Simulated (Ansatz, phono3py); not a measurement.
# Heat carried by phonons in NaCl (Fm-3m), part 2 of 2

Aim: the lattice thermal conductivity of NaCl against temperature, and which phonons carry it.

Measurements to reproduce:
- thermal conductivity 7.1 W/m/K near room temperature (given in “Combining the AFLOW GIBBS and Elastic Libraries to efficiently and robustly screen thermo-mechanical properties of solids”, 2017, arXiv:1611.05714)
- thermal conductivity 7.1 W/m/K near room temperature (given in “Predicting the lattice thermal conductivity of solids by solving the Boltzmann transport equation: AFLOW - AAPL an automated, accurate and efficient framework”, 2017, arXiv:1611.05481)

Ansatz 0.2.0; DFT LDA, scalar-relativistic, plane waves, PAW.

So far. Step 2 (Probe on a coarse mesh): The start is under -2.2 GPa at this level and looks like an insulator or semiconductor on this mesh. Step 5 (Tight relaxation): The residual pressure is -0.0044 GPa, small enough for phonons. The relaxed cell has a = 5.464 Å (conventional setting).

The database entry behind the starting cell differs from later determinations by our own check (an axis about 0.4 % short against later determinations), so it need not match the best structure at ambient conditions.

### 7. Third-order constants and the Boltzmann equation

The supercell must be wider than twice the pair cutoff, and the number of displaced cells grows with the pairs inside it, which is where the cost lies.

input.yaml

```yaml
crystal:
  lattice:
    - [0.0, 2.732195184, 2.732195184]
    - [2.732195184, 0.0, 2.732195184]
    - [2.732195184, 2.732195184, 0.0]
  atoms:
    - { symbol: Na, position: [0.0, 0.0, 0.0] }
    - { symbol: Cl, position: [0.5, 0.5, 0.5] }
kpoints:
  mp_grid: { grid: [6, 6, 6] }
hamiltonian:
  xc: lda
scf:
  occupations: { method: fixed }
output:
  eigenvalues: true
phonons:
  method: fd
  dielectric: true
  qmesh: [6, 6, 6]
  temperatures: { t_max: 1000, t_step: 50 }
  qpath:
    path:
      - [[0.0, 0.0, 0.0], [0.5, 0.0, 0.5], [0.625, 0.25, 0.625]]
      - [[0.375, 0.375, 0.75], [0.0, 0.0, 0.0], [0.5, 0.5, 0.5], [0.5, 0.25, 0.75], [0.5, 0.0, 0.5]]
    npoints: 10
  third_order: { supercell: [3, 3, 3], pair_cutoff: 4.882 }
  lattice_thermal_conductivity:
    qmesh: [19, 19, 19]
    temperatures: [100.0, 150.0, 200.0, 300.0, 400.0, 500.0, 600.0, 800.0]
    isotope_mass_variance:
      - { species: Cl, variance: 0.0005827 }
      - { species: Na, variance: 0.0 }
```

Launch:

```console
> ansatz run input.yaml --threads 8 --pin off --max-ram 16384MiB --backend cpu --events-out ev --progress --plain --runs-dir out
```

Run time: 39 min. Hardware: 8 threads of Arm Neoverse N1, shared host; peak memory 8.9 GiB; 5 h of CPU time.

This step gave:

| Property | Result |
| --- | --- |
| Γ frequencies | 0, 0, 0, 188.3, 188.3, 188.3 cm⁻¹ (negative: imaginary) |
| lowest frequency on the path | 0 cm⁻¹ |
| zero-point energy | 0.05773 eV/cell |
| point group | m-3m |
| highest frequency | 269.6 cm⁻¹ |
| Debye temperature from the second moment | 302 K |
| κ at 300 K (relaxation time) | 9.292 W/m/K |
| κ at 300 K (full solution) | 11.13 W/m/K |
| dipole term | run |
| mean free path at half of κ | 12.8 nm |
| share of κ above the three lowest branches | 0.107 |
| third-order blocks | 686 |
| periodic aliases dropped | 168 |
| largest relative sum-rule correction | 0.1587 |
| displaced cells, third order | 111 |

LO-TO term included. Phonon branches along the path, in cm⁻¹:

```
    point  branch 1  branch 2  branch 3  branch 4  branch 5  branch 6
        Γ         0         0         0       188       188       270
  halfway        61        61       148       193       193       214
        X        82        82       136       198       198       210
  halfway        88        99       133       194       198       209
        U       103       125       134       182       198       206
jump to K       103       125       134       182       198       206
  halfway        73       105       136       164       194       238
        Γ         0         0         0       188       188       270
  halfway        79        79       114       178       178       257
        L       129       129       153       153       182       229
  halfway       119       125       153       170       194       207
        W       115       115       148       171       204       204
  halfway        94       111       131       190       200       208
        X        82        82       136       198       198       210
```

W/m/K. Kappa, by row:

| T (K) | RTA xx | RTA yy | RTA zz | full xx | full yy | full zz | coherence part xx | coherence part yy | coherence part zz | ending | iterations | least Ritz value |
| --- | --- | --- | --- | --- | --- | --- | --- | --- | --- | --- | --- | --- |
| 100 | 26.59 | 26.59 | 26.59 | 31.27 | 31.27 | 31.27 | 0.03668 | 0.03668 | 0.03668 | converged | 9 | 0.523 |
| 150 | 17.92 | 17.92 | 17.92 | 21.28 | 21.28 | 21.28 | 0.06317 | 0.06317 | 0.06317 | converged | 9 | 0.51 |
| 200 | 13.64 | 13.64 | 13.64 | 16.26 | 16.26 | 16.26 | 0.08432 | 0.08432 | 0.08432 | converged | 9 | 0.502 |
| 300 | 9.292 | 9.292 | 9.292 | 11.13 | 11.13 | 11.13 | 0.1167 | 0.1167 | 0.1167 | converged | 9 | 0.494 |
| 400 | 7.084 | 7.084 | 7.084 | 8.498 | 8.498 | 8.498 | 0.1412 | 0.1412 | 0.1412 | converged | 9 | 0.49 |
| 500 | 5.747 | 5.747 | 5.747 | 6.896 | 6.896 | 6.896 | 0.1607 | 0.1607 | 0.1607 | converged | 9 | 0.487 |
| 600 | 4.85 | 4.85 | 4.85 | 5.818 | 5.818 | 5.818 | 0.1768 | 0.1768 | 0.1768 | converged | 9 | 0.486 |
| 800 | 3.724 | 3.724 | 3.724 | 4.461 | 4.461 | 4.461 | 0.2016 | 0.2016 | 0.2016 | converged | 9 | 0.483 |

Table of lattice thermal conductivity by temperature:

```csv
temperature (K),RTA xx (W/m/K),full xx (W/m/K)
100,26.6,31.3
150,17.9,21.3
200,13.6,16.3
300,9.29,11.1
400,7.08,8.50
500,5.75,6.90
600,4.85,5.82
800,3.72,4.46
```

The modes has structure finer than the step of the table below, so its rows give means over 10 cm⁻¹, whole bins alone (the curve runs from -10 to 287 cm⁻¹). Peaks (cm⁻¹: height): Cl 130.1: 0.0368, 152.5: 0.0249, 199.2: 0.0296; Na 113.3: 0.0137, 152.5: 0.0238, 197.3: 0.0452.

Phonopy on the run's constants, 17x17x17 mesh, Gaussian sigma 2.1 cm⁻¹. Modes against wavenumber; means over each step; values in 1/cm⁻¹/cell:

| wavenumber (cm⁻¹) | Cl | Na |
| --- | --- | --- |
| 0 | 3.5e-5 | 2.4e-5 |
| 10 | 4.6e-5 | 3.0e-5 |
| 20 | 4.2e-4 | 2.7e-4 |
| 30 | 9.8e-4 | 6.3e-4 |
| 40 | 0.00149 | 9.6e-4 |
| 50 | 0.00287 | 0.00186 |
| 60 | 0.00445 | 0.00293 |
| 70 | 0.00706 | 0.00468 |
| 80 | 0.0120 | 0.00812 |
| 90 | 0.0154 | 0.0104 |
| 100 | 0.0186 | 0.0119 |
| 110 | 0.0214 | 0.0127 |
| 120 | 0.0245 | 0.0124 |
| 130 | 0.0313 | 0.0116 |
| 140 | 0.0157 | 0.00884 |
| 150 | 0.0227 | 0.0184 |
| 160 | 0.0130 | 0.0126 |
| 170 | 0.0158 | 0.0219 |
| 180 | 0.0194 | 0.0278 |
| 190 | 0.0264 | 0.0367 |
| 200 | 0.0270 | 0.0436 |
| 210 | 0.00821 | 0.0201 |
| 220 | 0.00263 | 0.0109 |
| 230 | 0.00256 | 0.00847 |
| 240 | 0.00234 | 0.00549 |
| 250 | 0.00197 | 0.00382 |
| 260 | 0.00139 | 0.00238 |
| 270 | 3.3e-4 | 5.3e-4 |
| 280 | 4.0e-7 | 4.0e-7 |

Distinct triplets, nearest first. Third order norms, by row:

```
   sites  side 1 (Å)  side 2 (Å)  side 3 (Å)  norm of the 27 components (eV/Å³)
Na-Na-Na           0           0           0                                  0
Cl-Cl-Cl           0           0           0                                  0
Na-Cl-Cl           0        2.73        2.73                              5.624
Na-Cl-Na           0        2.73        2.73                              5.585
Na-Cl-Cl        2.73        2.73        3.86                              0.056
Na-Cl-Na        2.73        2.73        3.86                              0.085
Na-Na-Na           0        3.86        3.86                              0.311
Na-Na-Na        3.86        3.86        3.86                              0.004
Cl-Cl-Cl           0        3.86        3.86                              0.544
Cl-Cl-Cl        3.86        3.86        3.86                              0.058
Na-Cl-Cl        2.73        3.86        4.73                              0.042
Na-Cl-Na        2.73        3.86        4.73                               0.02
Na-Cl-Cl           0        4.73        4.73                              0.106
Na-Cl-Na           0        4.73        4.73                              0.095
```

Born charge (rows field, columns displacement) (e), principal values of the symmetric part by kind of site:

```csv
atom,atoms with these values,low,middle,high,mean
Na1,1,1.07,1.07,1.07,1.07
Cl2,1,-1.07,-1.07,-1.07,-1.07
```

In full for Na1:

```
1.07 0.00 0.00
0.00 1.07 0.00
0.00 0.00 1.07
```

RTA, 300 K. Kappa by branch, by row:

```csv
branch (by rank),mean frequency (THz),mean rms speed (km/s),median lifetime (ps),share of kappa
1,2.79,1.81,5.35,0.309
2,3.29,2.25,3.14,0.286
3,4.26,2.09,3.69,0.299
4,5.3,1.3,2.76,0.057
5,5.75,0.84,2.87,0.026
6,6.53,1.37,0.952,0.024
```

The spectral kappa at 300 K by frequency; read off at these points; values in W/m/K/THz:

| frequency (THz) | relaxation time (W/m/K/THz) | full solution (W/m/K/THz) |
| --- | --- | --- |
| 0.10 | 0 | 0 |
| 0.30 | 0 | 0 |
| 0.50 | 1.43 | 1.43 |
| 0.70 | 1.40 | 1.40 |
| 0.90 | 1.55 | 1.57 |
| 1.10 | 0.433 | 0.464 |
| 1.30 | 1.55 | 1.70 |
| 1.70 | 1.00 | 1.28 |
| 1.90 | 1.38 | 1.67 |
| 2.10 | 1.28 | 1.59 |
| 2.30 | 1.50 | 1.81 |
| 2.50 | 2.18 | 2.57 |
| 2.70 | 2.51 | 2.96 |
| 2.90 | 2.46 | 2.79 |
| 3.10 | 2.60 | 3.02 |
| 3.30 | 2.81 | 3.19 |
| 3.50 | 2.90 | 3.30 |
| 3.70 | 2.67 | 3.00 |
| 3.90 | 2.28 | 2.67 |
| 4.30 | 2.24 | 2.74 |
| 4.50 | 1.95 | 2.35 |
| 4.70 | 0.878 | 1.09 |
| 4.90 | 0.906 | 1.21 |
| 5.10 | 0.655 | 0.965 |
| 5.30 | 0.879 | 1.42 |
| 5.50 | 0.887 | 1.50 |
| 5.70 | 0.676 | 1.21 |
| 5.90 | 0.293 | 0.546 |
| 6.10 | 0.284 | 0.330 |
| 6.30 | 0.238 | 0.196 |
| 6.50 | 0.166 | 0.173 |
| 6.90 | 0.108 | 0.201 |
| 7.10 | 0.0690 | 0.157 |
| 7.30 | 0.0303 | 0.0839 |
| 7.50 | 0.0252 | 0.0727 |
| 7.70 | 0.00956 | 0.0297 |
| 7.90 | 0.00287 | 0.00839 |
| 8.10 | 1.1e-4 | 5.8e-4 |

Relaxation-time solution. The share of κ carried by shorter paths by mean free path:

| mean free path (nm) | 100 K | 300 K | 800 K |
| --- | --- | --- | --- |
| 0.316 | 0 | 0 | 0.002 |
| 0.464 | 0 | 0 | 0.007 |
| 0.681 | 0 | 0.001 | 0.016 |
| 1 | 0 | 0.003 | 0.033 |
| 2.15 | 0.001 | 0.022 | 0.193 |
| 3.16 | 0.003 | 0.049 | 0.292 |
| 4.64 | 0.007 | 0.125 | 0.472 |
| 6.81 | 0.015 | 0.228 | 0.684 |
| 10 | 0.033 | 0.347 | 0.802 |
| 14.7 | 0.073 | 0.569 | 0.876 |
| 21.5 | 0.151 | 0.738 | 0.892 |
| 46.4 | 0.48 | 0.878 | 0.916 |
| 68.1 | 0.658 | 0.892 | 0.937 |
| 100 | 0.751 | 0.91 | 0.959 |
| 147 | 0.823 | 0.916 | 0.974 |
| 215 | 0.856 | 0.942 | 0.991 |
| 316 | 0.877 | 0.972 | 1 |
| 464 | 0.887 | 0.972 | 1 |
| 1000 | 0.945 | 1 | 1 |
| 1470 | 0.965 | 1 | 1 |
| 2150 | 0.988 | 1 | 1 |
| 3160 | 1 | 1 | 1 |

300 K; a sample spread over frequency. Mode lifetimes, by row, the first 40 of 90 rows:

```
    q1      q2       q3  branch  frequency (THz)  rms speed (km/s)  three-phonon rate (1/ps)  isotope rate (1/ps)  lifetime (ps)  mean free path (nm)
     0  0.0526   0.0526       1            0.443              2.27                   0.00402              7.57e-7            249                  565
     0  0.0526   0.0526       3            1.043              5.35                     0.183              5.10e-5           5.47                 29.3
     0  0.1579   0.2105       1            1.509              1.95                    0.0821              2.42e-4           12.1                 23.7
     0  0.0526   0.2105       1             1.73               2.8                     0.531              4.64e-4           1.88                 5.27
     0  0.0526  -0.1053       3            1.941              4.42                     0.228              7.95e-4           4.37                 19.3
     0  0.3158   0.3158       1            2.117              1.01                    0.0581              0.00114           16.9                 17.1
     0       0   0.1579       3            2.231              4.27                    0.0973              0.00166           10.1                 43.1
0.0526  0.3684   0.4211       1            2.355              1.01                    0.0712              0.00208           13.6                 13.8
     0  0.0526  -0.2632       1            2.444              2.79                     0.467              0.00305           2.13                 5.94
0.0526  0.2632   0.3684       2            2.496              2.93                     0.219              0.00351            4.5                 13.2
     0  0.1579  -0.2632       1            2.572              2.26                     0.193              0.00382           5.08                 11.5
0.1053  0.2632   0.3684       2            2.648              3.27                     0.347              0.00435           2.84                 9.28
     0  0.4211  -0.4211       1            2.734              1.28                     0.177              0.00455           5.51                 7.07
0.0526  0.1579   0.4211       1            2.809              2.26                     0.358              0.00534           2.75                 6.21
     0       0   0.3158       1             2.89              2.86                     0.521              0.00628            1.9                 5.42
0.0526  0.4211  -0.3684       1            2.954              1.55                     0.209              0.00587           4.66                 7.24
0.0526  0.1053   0.4211       1            3.033              2.37                     0.418              0.00715           2.35                 5.57
0.0526  0.3158   0.4737       2            3.102              3.13                     0.217              0.00709           4.46                   14
0.1053  0.3158  -0.2632       1            3.164              1.65                     0.105              0.00716           8.89                 14.7
0.1053  0.4211  -0.3158       1            3.233              1.68                     0.218              0.00817           4.43                 7.45
     0  0.2105  -0.4737       1            3.289              1.88                     0.408              0.00975           2.39                 4.49
0.2105  0.4211  -0.3158       1            3.379              1.42                     0.095               0.0106           9.47                 13.4
0.0526  0.2632   0.4737       2            3.437              3.23                     0.258               0.0116            3.7                 11.9
0.0526  0.2105  -0.3684       1            3.496              1.96                     0.265              0.00868           3.66                 7.18
     0  0.0526  -0.3684       2            3.553              2.17                     0.451               0.0128           2.16                 4.68
     0       0   0.4211       2            3.606              2.15                     0.401               0.0176           2.39                 5.12
0.0526  0.3684  -0.4211       2            3.666              3.19                     0.151               0.0141           6.05                 19.3
0.1579  0.4737  -0.3158       2            3.725              1.01                    0.0675               0.0153           12.1                 12.2
0.1579  0.3684  -0.3684       2            3.784              1.71                     0.188               0.0162            4.9                 8.37
0.0526  0.1579  -0.4211       2            3.825              0.51                     0.343               0.0232           2.73                  1.4
0.1053  0.2105  -0.4211       2            3.875               1.5                     0.331               0.0324           2.75                 4.13
0.0526  0.3158  -0.4211       2            3.908              1.23                     0.175               0.0201           5.13                 6.33
0.0526  0.4211  -0.4211       3            3.967              0.96                    0.0667               0.0114           12.8                 12.3
0.1053  0.3684  -0.4211       3            4.022              1.74                     0.145               0.0093           6.49                 11.3
     0  0.3158  -0.4211       3            4.113              3.16                     0.108               0.0112           8.36                 26.4
0.1579  0.3158  -0.4211       3            4.216              2.25                      0.37              0.00802           2.65                 5.96
0.1579  0.3158  -0.4737       3            4.304              1.76                     0.329               0.0107           2.94                 5.18
0.0526  0.2632  -0.4211       3            4.397              2.67                     0.208                0.021           4.37                 11.7
0.0526  0.2105  -0.2105       3            4.466              2.01                     0.261                0.024           3.51                 7.06
0.0526  0.1579  -0.2632       3            4.527              1.55                     0.257               0.0319           3.46                 5.36
```

Without the LO-TO term. Gamma linewidths, by row:

| branch | frequency (cm⁻¹) | three-phonon rate (1/ps) | isotope rate (1/ps) | FWHM (cm⁻¹) |
| --- | --- | --- | --- | --- |
| 4 | 188.3 | 0.31 | 0.0216 | 1.76 |
| 5 | 188.3 | 0.31 | 0.0216 | 1.76 |
| 6 | 188.3 | 0.31 | 0.0216 | 1.76 |

W/m/K, third of the trace; RTA populations with a boundary rate v/L added to each mode (Matthiessen's rule). Kappa by grain size, by row:

```
T (K)   bulk  10 nm  30 nm  100 nm  300 nm  1000 nm  10000 nm  100000 nm
  100  26.55  5.021  9.886    16.1    20.6    23.67     26.08       26.5
  300  9.175  3.976  5.963   7.552   8.383    8.858     9.137      9.171
  600  4.673  2.699   3.57   4.156   4.439    4.588     4.664      4.672
```

W/m/K, third of the trace; RTA populations with the isotope rates scaled. Kappa by mass disorder, by row:

| T (K) | no isotopes | as typed | variance x 3 | variance x 10 | variance x 30 |
| --- | --- | --- | --- | --- | --- |
| 100 | 30.06 | 26.55 | 22.46 | 16.3 | 10.95 |
| 300 | 9.58 | 9.175 | 8.526 | 7.09 | 5.255 |
| 600 | 4.778 | 4.673 | 4.488 | 4.002 | 3.218 |

At 300 K the relaxation-time value is 9.29 W/(m K).

### 8. What came out

```json
{"highest frequency": "269.6 cm⁻¹", "Debye temperature from the second moment": "302 K", "κ at 300 K (relaxation time)": "9.292 W/m/K", "κ at 300 K (full solution)": "11.13 W/m/K", "mean free path at half of κ": "12.8 nm", "share of κ above the three lowest branches": "0.107"}
```

**Reading.** The lattice of NaCl conducts 11.1 W/(m K) at 300 K by LDA (mean over directions, full solution). The full solution lies +20 % from the relaxation-time value at 300 K, a sign that momentum-conserving scattering matters. Above 300 K the relaxation-time κ falls as T^-0.93, near the 1/T law of three-phonon scattering. Grains of 100 nm would keep 82 % of the bulk value at 300 K, and grains of 1 µm 97 %. Removing the natural isotope disorder raises κ at 300 K by 4 %. A measured thermal conductivity near room temperature is 7.1 W/m/K (arXiv:1611.05714); the calculated 11.1 W/m/K differs by +57 %. The relaxed cell is 8 % smaller in volume than the database cell, which stiffens most phonons and usually raises κ; no run here tested that. Four-phonon, defect and boundary scattering, which are left out, would lower the calculated value; thermal expansion is left out too. The sum rules changed one orbit of cubic constants by up to 16 %; by the manual a large change points to a short cutoff or, on a small and distant orbit, to noisy forces. The conductivities include the coherence part between close branches; the shares for grains, isotopes, branches and paths are of the relaxation-time populations alone. Cubic couplings among atoms farther apart than the pair cutoff are dropped, and neither the cutoff nor the q-mesh was shown to be converged here. The PAW files were made for PBE and are used here under another functional, for which the program regenerates the frozen cores. The cell of these runs is 8 % smaller in volume than the database cell; frequencies and all that rests on them shift with it.

[Logs are printed without paths, hosts, clocks, repeated set-up lines and the standing remarks that a program may print on its own settings, such as how far it seeks lower states.]

[Hosts, paths, dates, database ids (printed as entryN), source tags and the programs' standing remarks are cut or masked in the printed files.]

[A step with changed settings may run another functional than the one named; its input shows which.]
